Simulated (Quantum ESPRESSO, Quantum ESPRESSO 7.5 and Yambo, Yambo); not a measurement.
## A GW chain in Yambo: BaAlGeH (P3m1)

How does a plane-wave GW calculation on BaAlGeH (P3m1) run from the first input to the gap?

Main program and level: Quantum ESPRESSO 7.5 and Yambo 5.3.0; PBEsol and many-body steps on it, plane waves.

This is a report of a sequence of runs, with the program logs left out and the cost of each run kept.

## (1) Starting point

The structure is trigonal, space group P3m1 (No. 156). The conventional cell has a = 4.345 Å, b = 4.345 Å, c = 5.216 Å, α = 90.00°, β = 90.00°, γ = 120.00°. Nearest to Ba lie 3 H at 2.60 Å. Nearest to Al lie 1 H at 1.73 Å and 3 Ge at 2.55 Å. Ge has 3 Al at 2.55 Å nearest. Nearest to H lie 1 Al at 1.73 Å and 3 Ba at 2.60 Å. Farther neighbours, and contacts between anions beyond the nearest, are not listed.

Structure file:

```cif
data_structure
_symmetry_space_group_name_H-M 'P 1'
_symmetry_Int_Tables_number 1
_cell_length_a 4.3448
_cell_length_b 4.3448
_cell_length_c 5.2161
_cell_angle_alpha 90.000
_cell_angle_beta 90.000
_cell_angle_gamma 120.000
_cell_volume 85.27
loop_
_atom_site_label
_atom_site_type_symbol
_atom_site_fract_x
_atom_site_fract_y
_atom_site_fract_z
_atom_site_occupancy
Ba1 Ba 0.00000 0.00000 0.00000 1
Al2 Al 0.66667 0.33333 0.53950 1
Ge3 Ge 0.33333 0.66667 0.45510 1
H4 H 0.66667 0.33333 0.87030 1
```

The cell and positions come from the Crystallography Open Database and are kept as given unless a step says otherwise.

## (2) Ground state

This step: Quantum ESPRESSO 7.5; DFT, PBEsol, plane waves, norm-conserving pseudopotentials.

The ground-state density comes first.

Contents of pw.in:

```
&control
  calculation = 'scf'
  prefix = 'x'
  outdir = 'o'
  pseudo_dir = 'pseudo'
/
&system
  ibrav = 0
  nat = 4
  ntyp = 4
  ecutwfc = 70.0
  nbnd = 20
  force_symmorphic = .true.
/
&electrons
  conv_thr = 1e-10
  electron_maxstep = 80
  mixing_beta = 0.5
/
ATOMIC_SPECIES
  Ba 137.33 Ba.upf
  Al 26.982 Al.upf
  Ge 72.63 Ge.upf
  H 1.008 H.upf
CELL_PARAMETERS angstrom
  4.3448400000 -0.0000000000 0.0000000000
  -2.1724200000 3.7627418154 0.0000000000
  0.0000000000 0.0000000000 5.2160600000
ATOMIC_POSITIONS crystal
  Ba 0.0000000000 0.0000000000 0.0000000000
  Al 0.6666666667 0.3333333333 0.5395000000
  Ge 0.3333333333 0.6666666667 0.4551000000
  H 0.6666666667 0.3333333333 0.8703000000
K_POINTS automatic
  6 6 4 0 0 0
```

Command:

```sh
> OMP_NUM_THREADS=1 mpirun -n 4 pw.x -nk 4 -in pw.in > pw.out
```

Run time: 15 s. Hardware: 4 MPI ranks of Arm Neoverse V1, shared host; peak memory 0.35 GiB; 58 s of CPU time.

Numbers from this step:

| Quantity | Value |
| --- | --- |
| total energy | -3272.7065 eV |
| gap | 0.7847 eV |
| k of the valence top | 0, 0, -0.5 |
| k of the conduction bottom | 0, -0.5, 0 |
| least direct gap | 1.301 eV |

The gap is indirect, with the least direct gap 0.52 eV higher.

## (3) Bands along the symmetry lines

The cheap functional maps the bands first; the places of the edges decide which points the dearer methods must see.

Contents of pw.in:

```
&control
  calculation = 'bands'
  prefix = 'x'
  outdir = 'o'
  pseudo_dir = 'pseudo'
/
&system
  ibrav = 0
  nat = 4
  ntyp = 4
  ecutwfc = 70.0
  nbnd = 20
  force_symmorphic = .true.
/
&electrons
  conv_thr = 1e-9
  electron_maxstep = 80
  diago_full_acc = .true.
  diago_thr_init = 5e-6
/
ATOMIC_SPECIES
  Ba 137.33 Ba.upf
  Al 26.982 Al.upf
  Ge 72.63 Ge.upf
  H 1.008 H.upf
CELL_PARAMETERS angstrom
  4.3448400000 -0.0000000000 0.0000000000
  -2.1724200000 3.7627418154 0.0000000000
  0.0000000000 0.0000000000 5.2160600000
ATOMIC_POSITIONS crystal
  Ba 0.0000000000 0.0000000000 0.0000000000
  Al 0.6666666667 0.3333333333 0.5395000000
  Ge 0.3333333333 0.6666666667 0.4551000000
  H 0.6666666667 0.3333333333 0.8703000000
K_POINTS crystal
  75
  0.00000000 0.00000000 0.00000000 1
  0.06250000 0.00000000 0.00000000 1
  0.12500000 0.00000000 0.00000000 1
  0.18750000 0.00000000 0.00000000 1
  0.25000000 0.00000000 0.00000000 1
  0.31250000 0.00000000 0.00000000 1
  0.37500000 0.00000000 0.00000000 1
  0.43750000 0.00000000 0.00000000 1
  0.50000000 0.00000000 0.00000000 1
  0.47916667 0.04166667 0.00000000 1
  0.45833333 0.08333333 0.00000000 1
  0.43750000 0.12500000 0.00000000 1
  0.41666666 0.16666666 0.00000000 1
  0.39583333 0.20833333 0.00000000 1
  0.37500000 0.25000000 0.00000000 1
  0.35416666 0.29166666 0.00000000 1
  0.33333333 0.33333333 0.00000000 1
  0.29166666 0.29166666 0.00000000 1
  0.25000000 0.25000000 0.00000000 1
  0.20833333 0.20833333 0.00000000 1
  0.16666666 0.16666666 0.00000000 1
  0.12500000 0.12500000 0.00000000 1
  0.08333333 0.08333333 0.00000000 1
  0.04166667 0.04166667 0.00000000 1
  0.00000000 0.00000000 0.00000000 1
  0.00000000 0.00000000 0.06250000 1
  0.00000000 0.00000000 0.12500000 1
  0.00000000 0.00000000 0.18750000 1
  0.00000000 0.00000000 0.25000000 1
  0.00000000 0.00000000 0.31250000 1
  0.00000000 0.00000000 0.37500000 1
  0.00000000 0.00000000 0.43750000 1
  0.00000000 0.00000000 0.50000000 1
  0.06250000 0.00000000 0.50000000 1
  0.12500000 0.00000000 0.50000000 1
  0.18750000 0.00000000 0.50000000 1
  0.25000000 0.00000000 0.50000000 1
  0.31250000 0.00000000 0.50000000 1
  0.37500000 0.00000000 0.50000000 1
  0.43750000 0.00000000 0.50000000 1
  0.50000000 0.00000000 0.50000000 1
  0.47916667 0.04166667 0.50000000 1
  0.45833333 0.08333333 0.50000000 1
  0.43750000 0.12500000 0.50000000 1
  0.41666666 0.16666666 0.50000000 1
  0.39583333 0.20833333 0.50000000 1
  0.37500000 0.25000000 0.50000000 1
  0.35416666 0.29166666 0.50000000 1
  0.33333333 0.33333333 0.50000000 1
  0.29166666 0.29166666 0.50000000 1
  0.25000000 0.25000000 0.50000000 1
  0.20833333 0.20833333 0.50000000 1
  0.16666666 0.16666666 0.50000000 1
  0.12500000 0.12500000 0.50000000 1
  0.08333333 0.08333333 0.50000000 1
  0.04166667 0.04166667 0.50000000 1
  0.00000000 0.00000000 0.50000000 1
  0.50000000 0.00000000 0.50000000 1
  0.50000000 0.00000000 0.43750000 1
  0.50000000 0.00000000 0.37500000 1
  0.50000000 0.00000000 0.31250000 1
  0.50000000 0.00000000 0.25000000 1
  0.50000000 0.00000000 0.18750000 1
  0.50000000 0.00000000 0.12500000 1
  0.50000000 0.00000000 0.06250000 1
  0.50000000 0.00000000 0.00000000 1
  0.33333333 0.33333333 0.50000000 1
  0.33333333 0.33333333 0.43750000 1
  0.33333333 0.33333333 0.37500000 1
  0.33333333 0.33333333 0.31250000 1
  0.33333333 0.33333333 0.25000000 1
  0.33333333 0.33333333 0.18750000 1
  0.33333333 0.33333333 0.12500000 1
  0.33333333 0.33333333 0.06250000 1
  0.33333333 0.33333333 0.00000000 1
```

Wall time 15 s (4 MPI ranks); peak memory 0.28 GiB.

Numbers from this step:

- gap: 0.7439 eV
- k of the valence top: 0.0625, 0, 0.5
- k of the conduction bottom: 0.5, 0, 0.125
- least direct gap: 1.296 eV

The gap is 0.744 eV, −0.041 eV from the run before at this level.

The electronic bands at the labelled points (eV, zero at the top of the highest filled band):

```csv
point,band 11,band 12,band 13,band 14,band 15,band 16,band 17,band 18
Γ,-4.27,-0.79,-0.44,-0.44,1.12,3.29,3.29,4.34
halfway,-4.77,-2.22,-0.79,-0.63,1.50,2.63,3.31,3.36
M,-5.83,-3.06,-1.11,-0.53,0.77,2.35,3.05,3.51
halfway,-5.71,-3.02,-2.12,-0.57,1.11,2.74,3.38,4.41
K,-5.60,-3.12,-2.63,-0.74,1.25,2.86,3.94,5.74
halfway,-4.90,-2.29,-1.46,-0.57,2.10,2.27,2.80,3.99
Γ,-4.27,-0.79,-0.44,-0.44,1.12,3.29,3.29,4.34
halfway,-4.75,-0.45,-0.27,-0.27,1.28,2.38,2.38,3.32
A,-5.26,-0.06,-0.06,-0.01,1.33,1.92,1.92,2.65
halfway,-4.85,-2.68,-1.06,-0.72,1.64,2.92,3.32,4.18
L,-5.35,-3.26,-1.62,-0.81,1.66,3.49,4.12,5.35
halfway,-5.56,-3.13,-1.98,-0.65,2.60,3.44,4.34,4.77
H,-5.84,-2.99,-2.24,-0.46,3.13,3.66,4.58,4.97
halfway,-4.87,-2.89,-1.48,-0.69,2.22,3.02,3.49,3.81
A,-5.26,-0.06,-0.06,-0.01,1.33,1.92,1.92,2.65
jump to L,-5.35,-3.26,-1.62,-0.81,1.66,3.49,4.12,5.35
halfway,-5.63,-3.07,-1.39,-0.70,0.91,2.99,3.89,4.32
M,-5.83,-3.06,-1.11,-0.53,0.77,2.35,3.05,3.51
jump to H,-5.84,-2.99,-2.24,-0.46,3.13,3.66,4.58,4.97
halfway,-5.72,-2.84,-2.72,-0.60,2.38,3.43,4.06,4.48
K,-5.60,-3.12,-2.63,-0.74,1.25,2.86,3.94,5.74
```

## (4) Empty states on the mesh, 3×3×4 mesh, 81 bands

The sums over transitions need many empty states on a uniform mesh; this step solves for them.

Contents of pw.in:

```
&control
  calculation = 'nscf'
  prefix = 'x'
  outdir = 'o'
  pseudo_dir = 'pseudo'
/
&system
  ibrav = 0
  nat = 4
  ntyp = 4
  ecutwfc = 70.0
  nbnd = 81
  force_symmorphic = .true.
/
&electrons
  conv_thr = 1e-9
  electron_maxstep = 80
  diago_full_acc = .true.
  diago_thr_init = 5e-6
/
ATOMIC_SPECIES
  Ba 137.33 Ba.upf
  Al 26.982 Al.upf
  Ge 72.63 Ge.upf
  H 1.008 H.upf
CELL_PARAMETERS angstrom
  4.3448400000 -0.0000000000 0.0000000000
  -2.1724200000 3.7627418154 0.0000000000
  0.0000000000 0.0000000000 5.2160600000
ATOMIC_POSITIONS crystal
  Ba 0.0000000000 0.0000000000 0.0000000000
  Al 0.6666666667 0.3333333333 0.5395000000
  Ge 0.3333333333 0.6666666667 0.4551000000
  H 0.6666666667 0.3333333333 0.8703000000
K_POINTS automatic
  3 3 4 0 0 0
```

Elapsed: 12 s, on 4 MPI ranks; peak memory 0.38 GiB.

Read from the output:

```yaml
gap: 0.9327 eV
k_of_the_valence_top: 0, 0, -0.5
k_of_the_conduction_bottom: 0, -0.3333, 0.25
least_direct_gap: 1.325 eV
k_points_computed: 10
lowest_point_of_the_top_converged_band_above_the_valence_top: 37.94 eV
```

On this mesh the gap is 0.933 eV. The earlier step found 0.785 eV, so this mesh misses an edge.

## (5) Conversion and set-up

This step: Yambo 5.3.0; conversion and set-up on PBEsol, plane waves, norm-conserving pseudopotentials.

The states are converted to the many-body program's format and the q mesh is built.

Command:

```sh
> (cd o/x.save; p2y > p2y.log; mv SAVE ../..); yambo > setup.log
```

Run time: 3.3 s. Hardware: 1 MPI rank; peak memory 0.24 GiB.

## (6) Screening and self-energy, 3×3×4 mesh, 81 bands, screening to 88.4 eV

G0W0 replaces the xc potential by the self-energy, built once from these orbitals. Only a window of levels is corrected, while the sums run over the empty bands that the input names.

This step: G0W0 on PBEsol, plane waves, norm-conserving pseudopotentials.

Contents of gw1.in:

```
HF_and_locXC
gw0
dyson
ppa
em1d
rim_cut
RandQpts= 1000000
RandGvec= 1 RL
EXXRLvcs= 70 Ry
VXCRLvcs= 280 Ry
Chimod= "HARTREE"
% BndsRnXp
 1 | 81 |
%
NGsBlkXp= 6.5 Ry
% LongDrXp
 1 | 1 | 1 |
%
% GbndRnge
 1 | 81 |
%
DysSolver= "n"
ExtendOut
PPAPntXp= 27.21138 eV
% QPkrange
 3 | 3 | 13 | 16 |
 10 | 10 | 13 | 16 |
 1 | 1 | 13 | 16 |
%
```

Command:

```sh
> OMP_NUM_THREADS=1 mpirun -n 4 yambo -F gw1.in -J gw1 -C gw1 > gw1.log
```

It took 46 s on 4 MPI ranks; peak memory 1.7 GiB.

Numbers from this step:

```
G0W0 gap on the mesh                         : 1.458 eV
starting gap on the mesh                     : 0.9327 eV
k of the valence top                         : 0, 0, -0.5
k of the conduction bottom                   : 0, -0.3333, 0.25
least direct G0W0 gap on the computed points : 1.844 eV
Z at the valence top                         : 0.7813
Z at the conduction bottom                   : 0.7927
```

The gap on the mesh goes from 0.93 eV to 1.46 eV, a correction of +0.53 eV. The start differs from the 0.78 eV found before because the two sample other k points.

Limits: finite bands, cutoff and mesh; exchange with frozen shells missing; no spin-orbit coupling; coarse k mesh. v1 is the top filled band, c1 the lowest empty one. The levels before and after the correction (eV, zero at the valence-band top of each column):

```csv
,conduction bottom,valence top
Kohn-Sham,0.93,0.00
G0W0,1.46,0.00
```

```csv
,level,energy (eV)
Kohn-Sham,(0 0 -0.5) v2,-0.048
Kohn-Sham,(0 0 -0.5) v1,0.000
Kohn-Sham,(0 0 -0.5) c1,1.345
Kohn-Sham,(0 0 -0.5) c2,1.932
Kohn-Sham,(0 -0.333 0.25) v2,-1.136
Kohn-Sham,(0 -0.333 0.25) v1,-0.392
Kohn-Sham,(0 -0.333 0.25) c1,0.933
Kohn-Sham,(0 -0.333 0.25) c2,2.461
G0W0,(0 0 -0.5) v2,-0.199
G0W0,(0 0 -0.5) v1,0.000
G0W0,(0 0 -0.5) c1,1.860
G0W0,(0 0 -0.5) c2,2.611
G0W0,(0 -0.333 0.25) v2,-1.274
G0W0,(0 -0.333 0.25) v1,-0.386
G0W0,(0 -0.333 0.25) c1,1.458
G0W0,(0 -0.333 0.25) c2,3.073
```

## (7) Where the time went

Times are wall times on the hardware named with each run, good to a factor of about two.

```csv
step,time,share,memory (GiB)
ground state,15 s,16 %,0.35
bands along the symmetry lines,15 s,16 %,0.28
empty states on the mesh,12 s,13 %,0.38
conversion and set-up,3.3 s,4 %,0.24
screening and self-energy,46 s,51 %,1.7
```

## (8) Outcome

| Property | Result |
| --- | --- |
| PBEsol gap | 0.74 eV, indirect |
| G0W0 gap on the mesh | 1.46 eV |
| G0W0 gap over the zone (rigid shift) | 1.27 eV |
| GW settings | 3×3×4 mesh, 81 bands, screening to 88.4 eV, Godby-Needs plasmon pole |
| known limits | short of the basis limit; exchange with frozen shells missing; no spin-orbit coupling; coarse k mesh |

G0W0 moves the gap on the mesh from 0.93 eV to 1.46 eV (+0.53 eV), with Z of 0.78 and 0.79 at the edges. The mesh misses the band edges by 0.19 eV in all; a rigid shift gives 1.27 eV for the zone. The dearest step here is «screening and self-energy». Bands and cutoff are finite, so the gap stands short of the basis limit, usually by up to a few tenths of an eV; the mesh is an error of its own. The 3×3×4 mesh is coarse for this cell, which bears on the long-range parts of exchange and screening. The norm-conserving file of at least one element keeps a d shell over frozen s and p shells of the same row. Exchange with those shells is missing from the self-energy, an error of 0.3 to 0.9 eV in cases checked, whose sign depends on which edge lies on those atoms. The many-body steps are scalar-relativistic: spin-orbit coupling is not in them.

[Long decimals in the printed logs are rounded to 6 places.]

[Logs are printed without paths, hosts, clocks, repeated set-up lines and the standing remarks that a program may print on its own settings, such as how far it seeks lower states.]

[Paths, hosts, dates, memory and timing lines, banners, echoed tables and standing remarks are left out of the program output; an Ansatz launch command may be rebuilt from the run's recorded settings. Measured values are a selection of at most five: reports struck by readers or far from the other reports are left out. None is set beside runs whose start may be inverted or whose files or cutoffs have a known fault.]

[Runs of the session that timed out or met a known fault of the program may be left out.]

[Hosts, paths, dates, database ids (printed as entryN), source tags and the programs' standing remarks are cut or masked in the printed files.]
